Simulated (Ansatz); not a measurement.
# LaSb (model cell, started as NiAs type): phonons and vibrational spectra, part 2 of 2

Aim: the vibrations of LaSb (model cell, started as NiAs type), their spectra, and whether the structure is stable.

Ansatz 0.2.0; DFT r2SCAN, scalar-relativistic, plane waves, PAW.

So far. Step 4 (Relaxing to small forces for the phonons): The forces vanish by symmetry and the pressure is 0.000 GPa, within the tolerances set. The cell now holds 36.49 Å³/atom. The relaxed cell has a = 4.581, c = 8.030 Å (conventional setting).

The structure was built from a prototype and need not be the compound's stable phase.

### Step 5. Modes at Γ

The zone centre is the only wavevector solved here; it holds the modes that light can see, as far as symmetry allows. No field response is asked, since the mesh shows no gap.

Contents of input.yaml:

```yaml
crystal:
  lattice:
    - [4.5810320868, 0.0, 0.0]
    - [-2.2905160434, 3.9672901627, 0.0]
    - [0.0, 0.0, 8.0301914573]
  atoms:
    - { symbol: La, position: [0.0, 0.0, 0.0] }
    - { symbol: La, position: [0.0, 0.0, 0.5] }
    - { symbol: Sb, position: [0.3333333333, 0.6666666667, 0.25] }
    - { symbol: Sb, position: [0.6666666667, 0.3333333333, 0.75] }
kpoints:
  mp_grid: { grid: [12, 12, 6] }
hamiltonian:
  xc: r2scan
scf:
  occupations: { method: methfessel_paxton, width: 0.2 }
output:
  eigenvalues: true
phonons:
  method: dfpt
```

The run is started by

```sh
ansatz run input.yaml --threads 4 --pin off --max-ram 7168MiB --backend cpu --events-out ev --progress --plain --runs-dir out
```

Numbers of over 12 decimals in the logs are rounded to 6 here.

Output:

```text
[...]
Crystal: 4 atoms, lattice volume = 145.943 Å³
Basis set: ecut = 500 eV, 3731 PW (Γ), exchange–correlation on 180×180×300 points (125 copies of the dense FFT grid, shifted against one another)
Bands: 32, of which v1, the nominal top of the filled ones, is band 26 counted from 1 (25 counted from 0)
Symmetry: 24 space group operations
k-points: 242 of 864 (irreducible under 2 space group operations, time reversal used)
[...]
SCF iter   1: F=—  HF=-25533.100743 eV  |F-HF|=—  |Δ(HF+E_count)|=         —  Δρ=8.89e-3  dr2=2.59e-1  dr2_τ=8.84e-3  ethr=1.77e-3  ⟨swp⟩=6.4  Hψ=33685  notcnv=0
[...]
SCF iter  11: F=-25533.118881 eV  HF=-25533.118881 eV  |F-HF|=7.28e-12  |Δ(HF+E_count)|=  5.09e-11  S|Δr|=    0.00e0  Δρ=4.17e-8  dr2=3.12e-12  dr2_τ=6.30e-14  ethr=1.00e-12  ⟨swp⟩=19.0  Hψ=53804  notcnv=0
SCF 1 converged in 11 iterations: F = -25533.118881 eV  dr2 = 3.12e-12
[...]
DFPT response loops at Γ: preconditioner auto → Kerker (q_TF=auto, 2.297 Å⁻¹) (partly filled bands, converged f_vac=0.000); β = 1.00, the filter's whole step (`scf.mixing.beta` (0.50) is not read by the response loops under this deck's `scf.mixing.preconditioner`; to damp them name `kerker` or `kerker_dos`, under which they read `scf.mixing.beta`, and type it under 1.00, their step now; both keys bind the ground state too); Broyden in place of MSR1
SCF converged after 11 iterations
[...]
Free energy (F): -25533.118881 eV
[...]
Internal energy: -25533.121386 eV  (E = F + TS)
E sigma→0 (E₀):  -25533.119507 eV
Entropy (-TS):   0.002505 eV (0.626 meV/atom)
Fermi energy:    9.052288 eV
[...]
--- Band table (eV; the first three rows and the last of 242) ---
  k-point 0: bands = [... 22 lower, 7.4186, 8.7952, 9.0181, 9.1110, 9.1110, 10.5596, 10.5596, 10.5894, ... 2 higher]
  k-point 1: bands = [... 22 lower, 7.4904, 8.3345, 8.8908, 8.8908, 9.3729, 10.6106, 10.6106, 10.7323, ... 2 higher]
  k-point 2: bands = [... 22 lower, 7.7012, 7.7012, 8.4587, 8.4587, 9.8407, 10.7168, 10.7421, 10.7421, ... 2 higher]
  k-point 241: bands = [... 22 lower, 7.0882, 7.0882, 7.8958, 7.8958, 10.3664, 10.3664, 10.7896, 10.7896, ... 2 higher]
--- Phonons (Γ-DFPT): 4 representative perturbations + reference, on 242 of 864 k-points (Σ response iterations 32) ---
  k mesh reduced under 2 symmetry operations, with k and −k counted as one. Each operation leaves every solved perturbation unchanged. A smaller set is not considered because the functional reads the kinetic-energy density
  ASR residual: 3.227e-4 → 0.000e0 eV/Å²; symmetrization residual: 2.176e-4 eV/Å²
  ASR residual per site (eV/Å²): 2.94e-4 2.94e-4 3.23e-4 3.23e-4
  Γ frequencies (cm⁻¹): 0.00 0.00 0.00 62.21 62.21 89.01 89.01 89.09 89.09 118.86 127.53 150.42
  non-analytic LO–TO correction: not included (Born effective charges unavailable; polar crystals: no LO–TO splitting at Γ)
```

It took 11 min on 4 threads of Arm Neoverse V2, shared host; peak memory 6 GiB.

In the SCF lines HF is the Harris–Foulkes energy and dr2 the Hartree energy of the density residual, in eV; the loop may stop once dr2 is under the threshold and the program's other checks hold. Hψ counts applications of the Hamiltonian.

Numbers from this step:

```
sum-rule residual before enforcement                    : 3.23e-4 eV/Å²
point group                                             : 6/mmm
highest optical mode at the zone centre (no LO-TO term) : 150.4 cm⁻¹
lowest optical zone-centre mode                         : 62.21 cm⁻¹
```

Patterns of degenerate modes are one choice out of their space. The modes at Γ (shares of kinetic energy by element, %):

```
mode  frequency (cm⁻¹)  symmetry  La %  Sb %
   1               0.0  acoustic    53    47
   2               0.0  acoustic    53    47
   3               0.0  acoustic    53    47
   4              62.2       E2u   100     0
   5              62.2       E2u   100     0
   6              89.0       E1u    47    53
   7              89.0       E1u    47    53
   8              89.1       E2g     0   100
   9              89.1       E2g     0   100
  10             118.9       A2u    47    53
  11             127.5       B1g     0   100
  12             150.4       B2u   100     0
```

Displacements in mode 4 (62.2 cm⁻¹), the largest set to 1:
```
La1  0.00 -1.00  0.00
La2  0.00  1.00  0.00
Sb3  0.00  0.00  0.00
Sb4  0.00  0.00  0.00
```

Displacements in mode 10 (118.9 cm⁻¹), the largest set to 1:
```
La1  0.00  0.00 -0.88
La2  0.00  0.00 -0.88
Sb3  0.00  0.00  1.00
Sb4  0.00  0.00  1.00
```

Before it was imposed, the acoustic sum rule was missed by 3.2e-4 eV/Å². Small misses are needed for a sound result but don't prove that mesh and cutoff are converged. The lowest optical mode is real, 62.2 cm⁻¹.

### Step 6. Another isotope

An isotope changes the mass and not the force constants, so no new electronic calculation is needed; the shifts show which modes move this element.

The same force constants with the mass of Sb changed from 121.760 to 122.904 u (phonopy, no LO-TO term). Both lists are sorted by frequency; levels can cross, so a row need not hold one and the same mode. Modes under 3 cm⁻¹ are left out. Isotope shifts, by row:

```
    q  rank  natural mass (cm⁻¹)  changed mass (cm⁻¹)
0 0 0     4                62.21                62.21
0 0 0     5                62.21                62.21
0 0 0     6                89.01                88.68
0 0 0     7                89.01                88.68
0 0 0     8                89.09                88.79
0 0 0     9                89.09                88.79
0 0 0    10                118.9                118.6
0 0 0    11                127.5                126.9
0 0 0    12                150.4                150.4
```

A mode of this element alone would shift by -0.47 %. The highest zone-centre frequency without the field goes from 150.4 to 150.4 cm⁻¹ (+0.0 %). The product of the frequency ratios over all optical modes at Γ is 0.979; the product rule, (m/m′)^(3k/2) (M′/M)^(3/2) with k = 2 such atoms and M the mass of the cell, gives 0.979.

### Step 7. Outcome

| Quantity | Value |
| --- | --- |
| space group after relaxation (within 0.01 Å) | P6_3/mmc |
| volume per atom | 36.5 Å³ |
| electronic character | no gap on this mesh |
| highest optical mode at the zone centre (no LO-TO term) | 150 cm⁻¹ |
| lowest optical zone-centre mode | 62.2 cm⁻¹ |
| imaginary modes at Γ (the only wavevector solved) | none |

What this shows: The structure is stable against zone-centre distortions, since no mode there is imaginary; other wavevectors were not solved, so zone-boundary instabilities are untested. The optical modes at Γ span 62 to 150 cm⁻¹. No dispersion was computed. The highest mode in this list at Γ, 150.4 cm⁻¹, is mostly motion of La (100 % of the kinetic energy). With no gap, or one that is small against the smearing, the frequencies hang on the k mesh and the smearing, most of all near Kohn anomalies. A semilocal functional can close a gap that the real compound would have, so the metallic treatment may be an artefact of the level. Spin-orbit coupling is left out, which can matter for the heavy elements here. The starting cell was built on a prototype and not taken from a measurement, so the phase need not exist. These are harmonic frequencies at zero temperature: anharmonic shifts, linewidths and thermal expansion are left out.

[Logs are printed without paths, hosts, clocks, repeated set-up lines and the standing remarks that a program may print on its own settings, such as how far it seeks lower states.]

[Hosts, paths, dates, database ids (printed as entryN), source tags and the programs' standing remarks are cut or masked in the printed files.]
